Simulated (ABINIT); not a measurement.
# WSe2 (P6_3/mmc): G0W0 with ABINIT, start to end, part 2 of 2

How does a plane-wave GW calculation on WSe2 (P6_3/mmc) run from the first input to the gap?

ABINIT 10.8.3; PBE and many-body steps on it, plane waves. Known limits of the many-body steps: not at the basis limit; no spin-orbit coupling; coarse k mesh.

So far. Step 2 (Ground state): The gap is indirect, with the least direct gap 0.55 eV higher. Step 3 (Empty states on the mesh, 3×3×1 mesh, 226 bands): On this mesh the gap is 1.330 eV. The earlier step found 0.978 eV, so this mesh misses an edge.

The database entry behind the starting cell differs from later determinations by our own check (a about 0.2 % long), so it need not match the best structure at ambient conditions.

## (4) Screening, 3×3×1 mesh, 206 bands, screening to 130.6 eV

The RPA dielectric matrix is built and inverted for each q.

This step: RPA screening on PBE, plane waves, norm-conserving pseudopotentials.

Contents of run.abi:

```
acell 3*1.0 Angstrom
rprim 
  3.290000000028 -0.000000000007 0.000000000000
  -1.645000000008 2.849223578479 0.000000000000
  0.000000000000 0.000000000000 12.970000000000
ntypat 2
znucl 74 34
natom 6
typat 1 1 2 2 2 2
xred 
  0.333333333333 0.666666666667 0.250000000000
  0.666666666667 0.333333333333 0.750000000000
  0.333333333333 0.666666666667 0.621000000000
  0.666666666667 0.333333333333 0.121000000000
  0.333333333333 0.666666666667 0.879000000000
  0.666666666667 0.333333333333 0.379000000000
pp_dirpath "pseudos"
pseudos "W.upf, Se.upf"
ecut 58
ngkpt 3 3 1
nshiftk 1
shiftk 0 0 0
kptopt 1
chksymbreak 0
istwfk *1
occopt 1
irdwfk 1
optdriver 3
nband 206
ecuteps 4.8
inclvkb 2
awtr 1
symchi 1
indata_prefix "in"
outdata_prefix "out"
tmpdata_prefix "tmp"
```

Command:

```bash
> OMP_NUM_THREADS=1 mpirun -n 4 abinit run.abi > log
```

Numbers of over 12 decimals in the logs are rounded to 6 here.

The log of the run:

```text
.Version 10.8.3 of ABINIT. v10.8.2 released Aug 2026.

 Symmetries : space group P6_3/m m c (#194); Bravais hP (primitive hexag.)
[... echo of the input left out ...]
== DATASET  1 ==================================================================
-   mpi_nproc: 4, omp_nthreads: 1 (-1 if OMP is not activated)

--- !DatasetInfo
iteration_state: {dtset: 1, }
dimensions: {natom: 6, nkpt: 3, mband: 206, nsppol: 1, nspinor: 1, nspden: 1, mpw: 17365, }
cutoff_energies: {ecut:  58.0, pawecutdg:  -1.0, }
electrons: {nelect:   1.24000000E+02, charge:   0.00000000E+00, occopt:   1.00000000E+00, tsmear:   1.00000000E-02, }

 SCREENING: Calculation of the susceptibility and dielectric matrices

 Based on a program developped by R.W. Godby, V. Olevano, G. Onida, and L. Reining.
 Incorporated in ABINIT by V. Olevano, G.-M. Rignanese, and M. Torrent.
.Using double precision arithmetic ; gwpc =  8

[... cell and pseudopotentials left out ...]
--------------------------------------------------------------------------------

 ==== K-mesh for the wavefunctions ====
 Number of points in the irreducible wedge :     3
[... list of points left out ...]
 Together with 24 symmetry operations and time-reversal symmetry
 yields     9 points in the full Brillouin Zone.

 ==== Q-mesh for the screening function ====
 Number of points in the irreducible wedge :     3
[... list of points left out ...]
 Together with 24 symmetry operations and time-reversal symmetry
 yields     9 points in the full Brillouin Zone.

 setmesh: FFT mesh size selected  =    24x   24x  120
          total number of points  =        69120

 vcoul_init : cutoff-mode = AUXILIARY_FUNCTION
 q-points for optical limit:   1
     1)      0.000010    0.000020    0.000030

- screening: taking advantage of time-reversal symmetry
- Maximum band index for partially occupied states nbvw = 62
- Remaining bands to be divided among processors   nbcw = 144
- Number of bands treated by each node ~36

 Number of electrons calculated from density =  124.0000; Expected =  124.0000
 average of density, n =  0.151134
 r_s =    1.1646
 omega_plasma =   37.5005 [eV]

 calculating chi0 at frequencies [eV] :
  1    0.000000E+00    0.000000E+00
  2    0.000000E+00    3.750049E+01

--------------------------------------------------------------------------------
  q-point number  1        q = ( 0.000000, 0.000000, 0.000000) [r.l.u.]
--------------------------------------------------------------------------------
[... chi0 elements left out ...]
 For q-point:  0.000010 0.000020 0.000030
  dielectric constant =  18.7521
  dielectric constant without local fields =  21.0183

  Average fulfillment of the sum rule on Im[epsilon] for q-point    1 :     43.41  [%]
[... wings left out ...]
  q-point number  2        q = ( 0.333333, 0.000000, 0.000000) [r.l.u.]
--------------------------------------------------------------------------------
[... chi0 elements left out ...]
  Average fulfillment of the sum rule on Im[epsilon] for q-point    2 :     41.31  [%]

 [... 1 further q-points ...]
```

It took 2.9 min on 4 MPI ranks of Arm Neoverse V1, shared host; peak memory 2.8 GiB; 12 min of CPU time.

This step gave:

* ε∞ with local fields, on this mesh, along the program's q direction: 18.75
* the same without local fields: 21.02
* plasma frequency: 37.50 eV
* plane waves in the screening matrix: 403

Local fields lower ε∞ by 11 %. On a Γ-centred mesh this coarse the value itself is usually too large, while a short band sum pulls it down.

## (5) Self-energy, 3×3×1 mesh, 206 bands, screening to 130.6 eV

The self-energy is evaluated for the states that the input lists, and the levels follow from it, in one-shot runs by the linearised quasiparticle equation.

This step: G0W0 on PBE, plane waves, norm-conserving pseudopotentials.

Changes to run.abi since step 4:

```diff
@@ -27,8 +27,17 @@
 irdwfk 1
-optdriver 3
+optdriver 4
 nband 206
+gwcalctyp 0
+ecutsigx 58
+symsigma 1
+nkptgw 2
+kptgw 
+  0.0000000000 0.0000000000 0.0000000000
+  0.3333333333 0.3333333333 0.0000000000
+bdgw 
+  61 64
+  61 64
 ecuteps 4.8
-inclvkb 2
-awtr 1
-symchi 1
+irdscr 1
+ppmodel 1
 indata_prefix "in"
```

The log of the run:

```text
.Version 10.8.3 of ABINIT. v10.8.2 released Aug 2026.

 Symmetries : space group P6_3/m m c (#194); Bravais hP (primitive hexag.)
[... echo of the input left out ...]
== DATASET  1 ==================================================================
-   mpi_nproc: 4, omp_nthreads: 1 (-1 if OMP is not activated)

--- !DatasetInfo
iteration_state: {dtset: 1, }
dimensions: {natom: 6, nkpt: 3, mband: 206, nsppol: 1, nspinor: 1, nspden: 1, mpw: 17365, }
cutoff_energies: {ecut:  58.0, pawecutdg:  -1.0, }
electrons: {nelect:   1.24000000E+02, charge:   0.00000000E+00, occopt:   1.00000000E+00, tsmear:   1.00000000E-02, }

 SIGMA: Calculation of the GW corrections

 Based on a program developped by R.W. Godby, V. Olevano, G. Onida, and L. Reining.
 Incorporated in ABINIT by V. Olevano, G.-M. Rignanese, and M. Torrent.
.Using double precision arithmetic ; gwpc =  8

[... cell and pseudopotentials left out ...]
--------------------------------------------------------------------------------

 ==== K-mesh for the wavefunctions ====
 Number of points in the irreducible wedge :     3
[... list of points left out ...]
 Together with 24 symmetry operations and time-reversal symmetry
 yields     9 points in the full Brillouin Zone.

 ==== Q-mesh for screening function ====
 Number of points in the irreducible wedge :     3
[... list of points left out ...]
 Together with 24 symmetry operations and time-reversal symmetry
 yields     9 points in the full Brillouin Zone.

 vcoul_init : cutoff-mode = AUXILIARY_FUNCTION
 q-points for optical limit:   1
     1)      0.000010    0.000020    0.000030
 setmesh: FFT mesh size selected  =    40x   40x  180
          total number of points  =       288000

 Number of electrons calculated from density =  124.0000; Expected =  124.0000
 average of density, n =  0.151134
 r_s =    1.1646
 omega_plasma =   37.5005 [eV]

 === KS Band Gaps ===
  >>>> For spin  1
   Minimum direct gap =   1.5238 [eV], located at k-point      :   0.3333  0.3333  0.0000
   Fundamental gap    =   1.3302 [eV], Top of valence bands at :   0.0000  0.0000  0.0000
                                       Bottom of conduction at :   0.3333  0.3333  0.0000
 SIGMA fundamental parameters:
 PLASMON POLE MODEL  1
 number of plane-waves for SigmaX                17365
 number of plane-waves for SigmaC and W            403
 number of plane-waves for wavefunctions         17365
 number of bands                                   206
 number of independent spin polarizations            1
 number of spinorial components                      1
 number of k-points in IBZ                           3
 number of q-points in IBZ                           3
 number of symmetry operations                      24
 number of k-points in BZ                            9
 number of q-points in BZ                            9
 number of frequencies for dSigma/dE                 9
 frequency step for dSigma/dE [eV]                0.25
 number of omega for Sigma on real axis              0
 max omega for Sigma on real axis  [eV]           0.00
 zcut for avoiding poles [eV]                     0.10

 EPSILON^-1 parameters (SCR file):
 dimension of the eps^-1 matrix on file            403
 dimension of the eps^-1 matrix used               403
 number of plane-waves for wavefunctions         17365
 number of bands                                   206
 number of q-points in IBZ                           3
 number of frequencies                               2
 number of real frequencies                          1
 number of imag frequencies                          1

 matrix elements of self-energy operator (all in [eV])

 Perturbative Calculation

--- !SelfEnergy_ee
iteration_state: {dtset: 1, }
kpoint     : [   0.000,    0.000,    0.000, ]
spin       : 1
KS_gap     :    2.641
QP_gap     :    3.118
Delta_QP_KS:    0.477
data: !SigmaeeData |
     Band     E0 <VxcDFT>   SigX SigC(E0)      Z dSigC/dE  Sig(E)    E-E0       E
       61   8.758 -14.826 -17.379   2.257   0.803  -0.245 -15.064  -0.238   8.520
       62   9.827 -16.046 -16.694   0.934   0.795  -0.259 -15.819   0.227  10.054
       63  12.468 -15.994 -11.310  -3.805   0.800  -0.250 -15.291   0.703  13.171
       64  12.468 -15.994 -11.310  -3.805   0.800  -0.250 -15.291   0.703  13.171

--- !SelfEnergy_ee
iteration_state: {dtset: 1, }
kpoint     : [   0.333,    0.333,    0.000, ]
spin       : 1
KS_gap     :    1.524
QP_gap     :    2.137
Delta_QP_KS:    0.614
data: !SigmaeeData |
     Band     E0 <VxcDFT>   SigX SigC(E0)      Z dSigC/dE  Sig(E)    E-E0       E
       61   9.388 -14.952 -16.073   1.236   0.794  -0.259 -14.860   0.092   9.480
       62   9.634 -15.594 -16.603   1.214   0.793  -0.260 -15.431   0.163   9.797
       63  11.158 -16.260 -11.196  -4.081   0.790  -0.265 -15.484   0.777  11.934
       64  11.158 -16.260 -11.196  -4.081   0.790  -0.265 -15.484   0.777  11.934

== END DATASET(S) ==============================================================
================================================================================

 -outvars: echo values of variables after computation  --------
           etotal      0.0000000000E+00
            nband         206
             nkpt           3
          spgroup         194
 [... the other variables as echoed above ...]

 Calculation completed.
```

It took 23 s on 4 MPI ranks; peak memory 2 GiB.

This step gave:

```yaml
g0w0_gap_on_the_points_computed: 1.880 eV
starting_gap_on_the_mesh: 1.330 eV
k_of_the_valence_top: 0, 0, 0
k_of_the_conduction_bottom: 0.3333, 0.3333, 0
z_at_the_valence_top: 0.795
z_at_the_conduction_bottom: 0.79
least_direct_g0w0_gap_on_the_computed_points: 2.137 eV
```

The gap on the mesh goes from 1.33 eV to 1.88 eV, a correction of +0.55 eV. The start differs from the 0.98 eV found before because the two sample other k points.

Limits: finite bands, cutoff and mesh; no spin-orbit coupling; coarse k mesh. v1 is the top filled band, c1 the lowest empty one. The levels before and after the correction (eV, zero at the valence-band top of each column):

```csv
,conduction bottom,valence top
Kohn-Sham,1.33,0.00
G0W0,1.88,0.00
```

|  | level | energy (eV) |
| --- | --- | --- |
| Kohn-Sham | Γ v2 | -1.070 |
| Kohn-Sham | Γ v1 | 0.000 |
| Kohn-Sham | Γ c1-c2 | 2.641 |
| Kohn-Sham | (0.333 0.333 0) v2 | -0.440 |
| Kohn-Sham | (0.333 0.333 0) v1 | -0.194 |
| Kohn-Sham | (0.333 0.333 0) c1-c2 | 1.330 |
| G0W0 | Γ v2 | -1.534 |
| G0W0 | Γ v1 | 0.000 |
| G0W0 | Γ c1-c2 | 3.117 |
| G0W0 | (0.333 0.333 0) v2 | -0.574 |
| G0W0 | (0.333 0.333 0) v1 | -0.257 |
| G0W0 | (0.333 0.333 0) c1-c2 | 1.880 |

## (6) Where the time went

Times are wall times on the hardware named with each run, good to a factor of about two.

| step | time | share | memory (GiB) |
| --- | --- | --- | --- |
| ground state | 5.2 min | 41 % | 0.94 |
| empty states on the mesh | 4.1 min | 33 % | 0.54 |
| screening | 2.9 min | 23 % | 2.8 |
| self-energy | 23 s | 3 % | 2.0 |

## (7) Outcome

| Item | Value |
| --- | --- |
| PBE gap | 0.98 eV, indirect |
| G0W0 gap on the mesh | 1.88 eV |
| G0W0 gap over the zone (rigid shift) | 1.53 eV |
| GW settings | 3×3×1 mesh, 206 bands, screening to 130.6 eV, Godby-Needs plasmon pole |
| known limits | not at the basis limit; no spin-orbit coupling; coarse k mesh |

What this shows: G0W0 moves the gap on the mesh from 1.33 eV to 1.88 eV (+0.55 eV), with Z of 0.80 and 0.79 at the edges. The mesh misses the band edges by 0.35 eV in all; a rigid shift gives 1.53 eV for the zone. Local fields lower the RPA ε∞ on this mesh from 21.02 to 18.75; a Γ-centred mesh this coarse tends to raise both, most where the direct gap is narrow, while a short band sum lowers them. Only 2 of the mesh's irreducible points were corrected, so a valley elsewhere could overtake. Bands and cutoff are finite, so the gap is not at the basis limit. The miss can reach some tenths of an eV and take either sign; the mesh is an error of its own. In the G0W0 run levels were corrected at 2 k points alone, so a gap called «on the mesh» is the least over those, and an edge elsewhere would be missed. A denser mesh or path gives a starting gap of 0.98 eV: the GW mesh misses a band edge, so its gaps are not the fundamental one. The 3×3×1 mesh is coarse for this cell, which bears on the long-range parts of exchange and screening. The many-body steps are scalar-relativistic: spin-orbit coupling is not in them.

[Paths, hosts, dates, memory and timing lines, banners, echoed tables and standing remarks are left out of the program output.]

[Logs are printed without paths, hosts, clocks, repeated set-up lines and the standing remarks that a program may print on its own settings, such as how far it seeks lower states.]

[Runs of the session that timed out or met a known fault of the program may be left out.]

[Hosts, paths, dates, database ids (printed as entryN), source tags and the programs' standing remarks are cut or masked in the printed files.]

[G0W0 gaps are taken among the corrected bands and points alone; a level outside them can change the order at an edge.]

[Where Ansatz stands beside ABINIT at settings called matched, ABINIT's density can come from a denser mesh and the files from another edition; pairs whose starting gaps differed by over 0.03 eV were left out, so agreement reads better than it is.]
